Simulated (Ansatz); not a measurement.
## Preparing MgH2 (P4_2/mnm) as a host crystal

Aim: the runs on the perfect crystal MgH2 (P4_2/mnm) that a defect calculation needs first.

Method: plane-wave PAW DFT, PBEsol; relaxation of the host's cell and atoms, in the first sound run; inputs show where later runs differ, in Ansatz 0.2.0.

## 1. The starting structure

Symmetry: P4_2/mnm, No. 136, tetragonal system. Conventional cell: a = 4.477 Å, b = 4.477 Å, c = 2.993 Å, α = 90.00°, β = 90.00°, γ = 90.00°. Nearest to Mg lie 6 H at 1.93 to 1.94 Å. H has 3 Mg at 1.93 to 1.94 Å nearest. Farther neighbours are not listed.

## 2. Host cell relaxation

Cell and atoms are relaxed together, until forces and stress fall under their thresholds.

cell/input.yaml

```yaml
crystal:
  lattice:
    - [4.476694, 0.0, 0.0]
    - [0.0, 4.476694, 0.0]
    - [0.0, 0.0, 2.992537]
  atoms:
    - { symbol: Mg, position: [0.5, 0.5, 0.5] }
    - { symbol: Mg, position: [0.0, 0.0, 0.0] }
    - { symbol: H, position: [0.695572, 0.695572, 0.0] }
    - { symbol: H, position: [0.804428, 0.195572, 0.5] }
    - { symbol: H, position: [0.304428, 0.304428, 0.0] }
    - { symbol: H, position: [0.195572, 0.804428, 0.5] }
basis:
  ecutwfc: 420
  xc_grid: 2
hamiltonian:
  xc: pbesol
kpoints:
  mp_grid: { grid: [6, 6, 9] }
scf:
  occupations: { method: fixed }
  max_iter: 100
relax:
  f_tol: 0.005
  max_steps: 60
  cell: {}
output:
  forces: true
  stress: true
checkpoint:
  write: "../cell.run"
  compress: false
  write_wavefunctions: false
  write_every: 100000
```

On the command line:

```sh
> ansatz run input.yaml --threads 8 --pin off --max-ram 13189MiB --backend cpu --events-out ev --progress --plain --runs-dir out
```

Numbers of over 12 decimals in the logs are rounded to 6 here.

What it wrote:

```text
[... repeated set-up lines and file paths are left out, and long positions are rounded to six places ...]
Engine: ansatz 0.2.0, aarch64-unknown-linux-gnu
Pseudopotentials: kind: paw
Pseudopotential: Mg, paw, valence charge 10, recommended cutoff 420 eV (normal), Mg.paw.azcp
Pseudopotential: H, paw, valence charge 1, recommended cutoff 420 eV (normal), H.paw.azcp
Functional definition: PBEsol
  exchange = pbesol_x
  correlation = pbesol_c
Crystal: 6 atoms, lattice volume = 59.973 Å³
Basis set: ecut = 420 eV, 1179 PW (Γ), exchange–correlation on 60×60×48 points (8 copies of the dense FFT grid, shifted against one another)
Bands: 18, of which v1, the nominal top of the filled ones, is band 12 counted from 1 (11 counted from 0)
Symmetry: 16 space group operations
Space group: P42/mnm (ITA 136), of the structure as read, at distance tolerance 3.9e-5 Å
k-points: 50 of 324
Non-local potential: Mg, projectors of the file, l = 0: 3, l = 1: 2, l = 2: 1
Non-local potential: H, projectors of the file, l = 0: 2, l = 1: 1
PAW form: soft (Blöchl's): semilocal exchange-correlation on the pseudo side does not see the compensation charge
PAW frozen core: Mg, regenerated for the run's functional, and the local potential with it (the file was generated under x = pbe(κ = 0.804, μ = 0.219515), c = pbe(β = 0.066725))
PAW one-centre angular grid: Mg, 110 points (default); XC on 64 Gauss nodes
PAW one-centre angular grid: H, 110 points (default); XC on 64 Gauss nodes
Initial density: superposition of atomic densities (neutral atoms: chi_scale 0, normalization atom), corrected by the library's trained network
Initial wavefunctions: pseudopotential atomic-orbital guess
Functional: x = pbesol(κ = 0.804, μ = 0.123457), c = pbesol(β = 0.046)
SCF iter   1: F=—  HF=-3887.796045 eV  |F-HF|=—  |Δ(HF+E_count)|=         —  Δρ=7.70e-3  dr2=2.53e-2  ethr=1.77e-3  ⟨swp⟩=4.9  Hψ=3779  notcnv=0  defer=190
preconditioner: auto → none  [insulator: Δε(μ)=3.638 eV  Ē_g=10.019 eV  n_scr=10 (ndim 8)  ℏωp=13.6 eV  f_vac=0.000  ε∞_Penn≈2.8]
SCF iter   2: F=—  HF=-3887.787341 eV  |F-HF|=—  |Δ(HF+E_count)|=   8.70e-3  Δρ=2.67e-3  dr2=3.04e-3  ethr=1.05e-4  ⟨swp⟩=1.3  Hψ=1325  notcnv=0  defer=183
SCF iter   3: F=—  HF=-3887.786322 eV  |F-HF|=—  |Δ(HF+E_count)|=   1.02e-3  Δρ=1.13e-4  dr2=2.50e-6  ethr=1.27e-5  ⟨swp⟩=2.0  Hψ=1105  notcnv=0  defer=148
automatic band count: iteration 3 solves 17 bands in place of 18: the levels show a gap, and the empty bands left out lie too high to hold charge; the band table lists the bands solved (type scf.n_extra_bands for more)
SCF iter   4: F=—  HF=-3887.786393 eV  |F-HF|=—  |Δ(HF+E_count)|=   7.14e-5  Δρ=4.59e-5  dr2=4.78e-7  ethr=1.04e-8  ⟨swp⟩=2.3  Hψ=1287  notcnv=0  defer=46
iter 5 did not close the SCF: its close was put off for the readings that it lacked (scf_convergence_deferred on its scf_iter line)
SCF iter   5: F=-3887.786394 eV  HF=-3887.786394 eV  |F-HF|=3.91e-8  |Δ(HF+E_count)|=   5.84e-7  Δρ=9.79e-6  dr2=1.99e-8  ethr=1.99e-9  ⟨swp⟩=2.0  Hψ=1414  notcnv=0  defer=46
SCF iter   6: F=-3887.786394 eV  HF=-3887.786394 eV  |F-HF|=7.73e-12  |Δ(HF+E_count)|=   2.46e-8  Δρ=2.85e-7  dr2=5.48e-11  ethr=8.28e-11  ⟨swp⟩=2.1  Hψ=2532  notcnv=0
SCF 1 converged in 6 iterations: F = -3887.786394 eV  dr2 = 5.48e-11
  greatest PAW one-centre occupation: 1.000 electrons in one spin orbital (limit 2), on the Mg atom at site 1 (counted from 0), in its partial waves of l = 0
relax step   1: F+E_penalty+E_count = -3887.78639353 eV  Δ(F+E_penalty+E_count) = +0.000e0 eV  max|allowed force component| = 3.400e-3 eV/Å  Δτ_max = 0.0000 Å  P = +0.326 GPa  Ω = 59.973 Å³  (6 SCF iters, dr2 threshold 1.00e-7 eV, accepted)
[... the SCF cycles and remarks between the steps are left out from here to the last step ...]
relax step   2: F+E_penalty+E_count = -3887.78675103 eV  Δ(F+E_penalty+E_count) = -3.575e-4 eV  max|allowed force component| = 1.065e-2 eV/Å  Δτ_max = 0.0029 Å  P = -0.021 GPa  Ω = 60.287 Å³  energy of the carried Pulay correction = -2.150e-4 eV  (3 SCF iters, dr2 threshold 6.00e-7 eV, accepted)
relax step   3: F+E_penalty+E_count = -3887.78682371 eV  Δ(F+E_penalty+E_count) = -7.268e-5 eV  max|allowed force component| = 9.587e-4 eV/Å  Δτ_max = 0.0028 Å  P = -0.020 GPa  Ω = 60.291 Å³  energy of the carried Pulay correction = -2.189e-4 eV  (4 SCF iters, dr2 threshold 7.09e-9 eV, accepted)
Initial wavefunctions: pseudopotential atomic-orbital guess (no wavefunctions were taken with the density)
iter 1 solved again at ethr=2.06e-8 eV; its pass at ethr=3.10e-3 eV (dr2=4.94e-6 eV) is discarded
SCF iter   1: F=—  HF=-3887.786977 eV  |F-HF|=—  |Δ(HF+E_count)|=         —  Δρ=4.99e-5  dr2=4.55e-8  ethr=2.06e-8  ⟨swp⟩=3.5  Hψ=5975  notcnv=0  defer=199
SCF iter   2: F=—  HF=-3887.787054 eV  |F-HF|=—  |Δ(HF+E_count)|=   7.67e-5  Δρ=2.50e-5  dr2=1.09e-8  ethr=1.89e-10  ⟨swp⟩=2.0  Hψ=1396  notcnv=0  defer=106
SCF iter   3: F=—  HF=-3887.787055 eV  |F-HF|=—  |Δ(HF+E_count)|=   1.33e-6  Δρ=1.26e-6  dr2=1.73e-10  ethr=4.56e-11  ⟨swp⟩=2.0  Hψ=1013  notcnv=0  defer=106
SCF iter   4: F=-3887.787055 eV  HF=-3887.787055 eV  |F-HF|=1.41e-11  |Δ(HF+E_count)|=   1.51e-9  Δρ=2.38e-7  dr2=8.44e-12  ethr=1.00e-12  ⟨swp⟩=4.0  Hψ=2568  notcnv=0
SCF 4 converged in 4 iterations: F = -3887.787055 eV  dr2 = 8.44e-12
relax step   4: F+E_penalty+E_count = -3887.78705494 eV  Δ(F+E_penalty+E_count) = -2.312e-4 eV  max|allowed force component| = 9.401e-4 eV/Å  Δτ_max = 0.0000 Å  P = -0.017 GPa  Ω = 60.291 Å³  stress off target by 2.36e-2 GPa  SCF on the basis re-selected at this cell (its energy is not comparable with the rows above)  (4 SCF iters)
basis re-selected at this cell: Δ(F+E_penalty+E_count) = -2.312e-4 eV, ΔP = +0.003 GPa vs the last step (what re-selecting the basis moved, of the pressure what is left beyond the Pulay correction that the steps carried, after the strain that the cell walked [...]
SCF converged after 4 iterations
Free energy (F): -3887.787055 eV
Harris-Foulkes:  -3887.787055 eV  (|F-HF|=1.41e-11)
Internal energy: -3887.787055 eV  (E = F + TS)
E sigma→0 (E₀):  -3887.787055 eV
Fermi energy:    1.995358 eV
--- Per-component energies (eV) ---
  E_band       = -745.986996
  E_kinetic    = 206.901143
  E_local      = -3434.951073  (includes V_loc(G=0)·N_el)
  E_nonlocal   = 197.155109
  E_hartree    = 1230.708714
  E_xc         = -93.444207
  E_vxc        = -121.451375  (∫ρ·V_xc dr)
  E_paw        = -563.879462  (= ΣΔE_a)
  E_vpaw       = -55.053241  (= ΣTr[D̂ρ^β])
  E_aug_tail   = -0.005158  (compensation charges beyond the density's cutoff)
  E_ewald      = -1430.389846
  E_core_change = 0.117725  (= ΣΔE_core)
  E_smearing   = -0.000000  (= −TS)
  E_closure    = 0.000000  (closes the sum)
  Σ components = -3887.787055   (vs F -3887.787055, Δ=0.00e0)
--- Forces (eV/Å), atoms counted from 1 ---
  atom   1  Mg     0.00000000     0.00000000     0.00000000
  atom   2  Mg    -0.00000000     0.00000000     0.00000000
  atom   3  H     -0.00094008    -0.00094008     0.00000000
  atom   4  H      0.00094008    -0.00094008     0.00000000
  atom   5  H      0.00094008     0.00094008     0.00000000
  atom   6  H     -0.00094008     0.00094008     0.00000000
  max |Σ_I F_I| component: 5.42e-19 eV/Å
--- Stress (GPa, compression-positive) ---
       -0.023648       0.000000       0.000000
        0.000000      -0.023648       0.000000
        0.000000       0.000000      -0.004021
  P = ⅓ Tr σ = -0.0171 GPa (-0.171 kbar)
--- Relaxed structure (3 steps of the walk, 3 accepted, 1 SCFs on fresh bases) ---
  F+E_penalty+E_count = -3887.78705494 eV   max|allowed force component| = 9.401e-4 eV/Å   (the final SCF, on the basis selected at the relaxed cell)
  cell:  # Å, volume = 60.2907 Å³
    - [4.477185, 0, 0.0]
    - [0, 4.477185, 0.0]
    - [0.0, 0.0, 3.007741]
  atoms:
    - { symbol: Mg, position: [0.5, 0.5, 0.5] }
    - { symbol: Mg, position: [0, 0, 0.0] }
    - { symbol: H, position: [0.695544, 0.695544, 0.0] }
    - { symbol: H, position: [0.804456, 0.195544, 0.5] }
    - { symbol: H, position: [0.304456, 0.304456, 0.0] }
    - { symbol: H, position: [0.195544, 0.804456, 0.5] }
```

Elapsed: 2.4 s, on 8 threads of Arm Neoverse N1, shared host; peak memory 0.36 GiB.

Relaxation path:

| step | energy less that of the first step (eV) | largest force component (eV/Å) | pressure (GPa) | volume (Å³) |
| --- | --- | --- | --- | --- |
| 1 | 0.0000 | 0.0034 | 0.33 | 59.97 |
| 2 | -0.0004 | 0.0106 | -0.02 | 60.29 |
| 3 | -0.0004 | 0.0010 | -0.02 | 60.29 |
| 4* | -0.0007 | 0.0009 | -0.02 | 60.29 |

Relaxation steps marked * repeat the geometry before them on a plane-wave basis chosen anew for their cell, so energy and pressure can jump there.

The run keeps the 16 symmetry operations that it works with, so distortions that break them were not tested.

| conventional cell, symmetrised | before | after | change |
| --- | --- | --- | --- |
| a (Å) | 4.477 | 4.477 | +0.0 % |
| b (Å) | 4.477 | 4.477 | +0.0 % |
| c (Å) | 2.993 | 3.008 | +0.5 % |
| volume (Å³/atom) | 10.00 | 10.05 | +0.5 % |

The relaxed structure:

```xyz
6
Lattice="4.4772 0.0000 0.0000 0.0000 4.4772 0.0000 0.0000 0.0000 3.0077" Properties=species:S:1:pos:R:3 pbc="T T T"
Mg    2.2386    2.2386    1.5039
Mg    0.0000    0.0000    0.0000
H     3.1141    3.1141    0.0000
H     3.6017    0.8755    1.5039
H     1.3631    1.3631    0.0000
H     0.8755    3.6017    1.5039
```

This step gave:

```yaml
pressure: -0.01711 GPa
```

The cell grew by 0.5 % in volume.

## 3. Dielectric tensors of the host

The response to a uniform electric field gives the electronic dielectric tensor.

This step: plane-wave PAW DFPT, PBEsol; dielectric tensors, Born charges and zone-centre modes of the host (Ansatz 0.2.0).

eps/input.yaml

```yaml
crystal:
  lattice:
    - [4.4771851529, 0.0, 0.0]
    - [0.0, 4.4771851529, 0.0]
    - [0.0, 0.0, 3.0077406997]
  atoms:
    - { symbol: Mg, position: [0.5, 0.5, 0.5] }
    - { symbol: Mg, position: [0.0, 0.0, 0.0] }
    - { symbol: H, position: [0.6955437503, 0.6955437503, 0.0] }
    - { symbol: H, position: [0.8044562497, 0.1955437503, 0.5] }
    - { symbol: H, position: [0.3044562497, 0.3044562497, 0.0] }
    - { symbol: H, position: [0.1955437503, 0.8044562497, 0.5] }
basis:
  ecutwfc: 420
hamiltonian:
  xc: pbesol
kpoints:
  mp_grid: { grid: [6, 6, 8] }
scf:
  occupations: { method: fixed }
  max_iter: 100
phonons:
  method: dfpt
  dielectric: true
  rigid_motions: translations
```

What it wrote:

```text
[...]
Crystal: 6 atoms, lattice volume = 60.291 Å³
Basis set: ecut = 420 eV, 1187 PW (Γ), exchange–correlation on 60×60×48 points (8 copies of the dense FFT grid, shifted against one another)
Bands: 18, of which v1, the nominal top of the filled ones, is band 12 counted from 1 (11 counted from 0)
Symmetry: 16 space group operations
k-points: 148 of 288 (irreducible under 1 space group operation, time reversal used)
[...]
SCF iter   1: F=—  HF=-3887.796815 eV  |F-HF|=—  |Δ(HF+E_count)|=         —  Δρ=7.69e-3  dr2=2.55e-2  ethr=1.77e-3  ⟨swp⟩=4.9  Hψ=11123  notcnv=0  defer=579
[...]
SCF iter   6: F=-3887.787072 eV  HF=-3887.787072 eV  |F-HF|=2.27e-12  |Δ(HF+E_count)|=   2.34e-8  Δρ=3.49e-7  dr2=5.40e-11  ethr=1.00e-12  ⟨swp⟩=10.4  Hψ=17361  notcnv=0
SCF 1 converged in 6 iterations: F = -3887.787072 eV  dr2 = 5.40e-11
[...]
DFPT response loops at Γ: preconditioner auto → none (the input reference at scf.mixing.eps_inf says where Resta's filter doesn't serve); β = 0.50; Broyden in place of MSR1
── the response to a field inside a basis, on 6×6×8 k-points: an SCF that follows is theirs, and a resumed run solves both again ──
Bands: 13, of which v1, the nominal top of the filled ones, is band 12 counted from 1 (11 counted from 0)
k-points: 24 of 288
[...]
Eigensolver: Dense (24 Hₖ)
SCF iter   1: F=—  HF=-3887.786445 eV  |F-HF|=—  |Δ(HF+E_count)|=         —  Δρ=2.44e-4  dr2=7.75e-6  ethr=1.00e-1
[...]
SCF iter   3: F=-3887.786452 eV  HF=-3887.786452 eV  |F-HF|=2.40e-8  |Δ(HF+E_count)|=   2.19e-6  Δρ=1.09e-5  dr2=1.95e-8  ethr=6.71e-9
SCF 1 converged in 3 iterations: F = -3887.786452 eV  dr2 = 1.95e-8
[...]
SCF converged after 6 iterations
Free energy (F): -3887.787072 eV
[...]
Internal energy: -3887.787072 eV  (E = F + TS)
E sigma→0 (E₀):  -3887.787072 eV
Fermi energy:    1.994548 eV
[...]
--- Band table (eV; the first three rows and the last of 148) ---
[...]
[... further k-points left out ...]
--- Phonons (Γ-DFPT): 4 representative perturbations + reference, on 148 of 288 k-points (Σ response iterations 14) ---
  k mesh reduced under 1 symmetry operation, with k and −k counted as one. Each operation leaves every solved perturbation unchanged. A smaller set is not considered because the run solves the response to a homogeneous field
  ASR residual: 1.389e-4 → 0.000e0 eV/Å²; symmetrization residual: 4.677e-7 eV/Å²
  ASR residual per site (eV/Å²): 1.39e-4 1.39e-4 1.28e-5 1.28e-5 1.28e-5 1.28e-5
  Γ frequencies (cm⁻¹): 0.00 0.00 0.00 181.05 237.60 297.83 297.83 488.75 488.75 737.84 881.04 989.66 989.66 1122.41 1208.02 1208.02 1310.51 1472.72
  ε∞ (high-frequency dielectric tensor):
        4.161112     0.000000     0.000000
        0.000000     4.161112     0.000000
        0.000000     0.000000     4.210215
  ε⁰ (static dielectric tensor: ions relaxed, cell fixed):
       11.887457     0.000000     0.000000
        0.000000    11.887457    -0.000000
        0.000000    -0.000000     8.503708
  ε⁰ − ε∞ (ionic part):
        7.726345     0.000000     0.000000
        0.000000     7.726345    -0.000000
        0.000000    -0.000000     4.293493
  softest optical mode at Γ: 181.05 cm⁻¹; the repairs (sum rule, projections) moved no ω² at Γ by more than (2.39 cm⁻¹)²
  Born effective charges Z* (e; rows j = field, columns β = displacement):
    site 0:
         1.85080   -0.12210    0.00000
        -0.12210    1.85080    0.00000
         0.00000    0.00000    1.94959
    site 1:
         1.85080    0.12210    0.00000
         0.12210    1.85080    0.00000
         0.00000    0.00000    1.94959
    site 2:
        -0.92540   -0.21726    0.00000
        -0.21726   -0.92540    0.00000
         0.00000    0.00000   -0.97479
    site 3:
        -0.92540    0.21726    0.00000
         0.21726   -0.92540    0.00000
         0.00000    0.00000   -0.97479
    site 4:
        -0.92540   -0.21726    0.00000
        -0.21726   -0.92540    0.00000
         0.00000    0.00000   -0.97479
    site 5:
        -0.92540    0.21726    0.00000
         0.21726   -0.92540    0.00000
         0.00000    0.00000   -0.97479
  Z* charge neutrality: 3.540e-4 e pre-enforcement
  solved inside a basis spanned on kpoints, on 6×6×8 k-points, its susceptibility summed on 10×10×14: ε∞ is read to err by 9.9e-3, Z* by 1.1e-2 e (field_mesh: kpoints solves on kpoints); Z* is corrected for what the basis lacks
  optical modes at Γ without the LO–TO term, one row a degenerate level:
      ω (cm⁻¹)  modes    IR ((D/Å)²/amu)
        181.05      1             0.0000
        237.60      1             0.0000
        297.83      2             1.0251
        488.75      2            86.7284
        737.84      1             0.0000
        881.04      1            94.2095
        989.66      2             0.0000
       1122.41      1             0.0000
       1208.02      2            90.7543
       1310.51      1             0.0000
       1472.72      1             0.0000
  optical modes at Γ + LO–TO along q̂ = [1.0000, 0.0000, 0.0000]:
      ω (cm⁻¹)  modes    IR ((D/Å)²/amu)
        181.05      1             0.0000
        237.60      1             0.0000
[...]
optical modes at Γ + LO–TO along q̂ = [0.0000, 1.0000, 0.0000]:
      ω (cm⁻¹)  modes    IR ((D/Å)²/amu)
[...]
1472.72      1             0.0000
  optical modes at Γ + LO–TO along q̂ = [0.0000, 0.0000, 1.0000]:
      ω (cm⁻¹)  modes    IR ((D/Å)²/amu)
        181.05      1             0.0000
        237.60      1             0.0000
        297.83      2             1.0251
        488.75      2            86.7284
        737.84      1             0.0000
        989.66      2             0.0000
       1122.41      1             0.0000
       1208.02      2            90.7543
       1252.13      1            94.2095
       1310.51      1             0.0000
       1472.72      1             0.0000
```

The job ended after 27 s (8 threads; peak memory 0.84 GiB).

In the SCF lines HF is the Harris–Foulkes energy and dr2 the Hartree energy of the density residual, in eV; the loop may stop once dr2 is under the threshold and the program's other checks hold. Hψ counts applications of the Hamiltonian.

Electronic dielectric tensor:

```
4.16 0.00 0.00
0.00 4.16 0.00
0.00 0.00 4.21
```

Static dielectric tensor:

```
11.89  0.00  0.00
 0.00 11.89  0.00
 0.00  0.00  8.50
```

The principal values of the electronic dielectric tensor are 4.16, 4.16 and 4.21. The principal values of the static dielectric tensor are 8.50, 11.89 and 11.89.

[end of part 1 of 3]

[Logs are printed without paths, hosts, clocks, repeated set-up lines and the standing remarks that a program may print on its own settings, such as how far it seeks lower states.]

[Hosts, paths, dates, database ids (printed as entryN), source tags and the programs' standing remarks are cut or masked in the printed files.]

[Runs of the host that timed out are not shown.]

[For some hosts the program warned that the k-mesh of the response run may be too coarse for force constants and the static dielectric constant; such warnings are not always shown.]
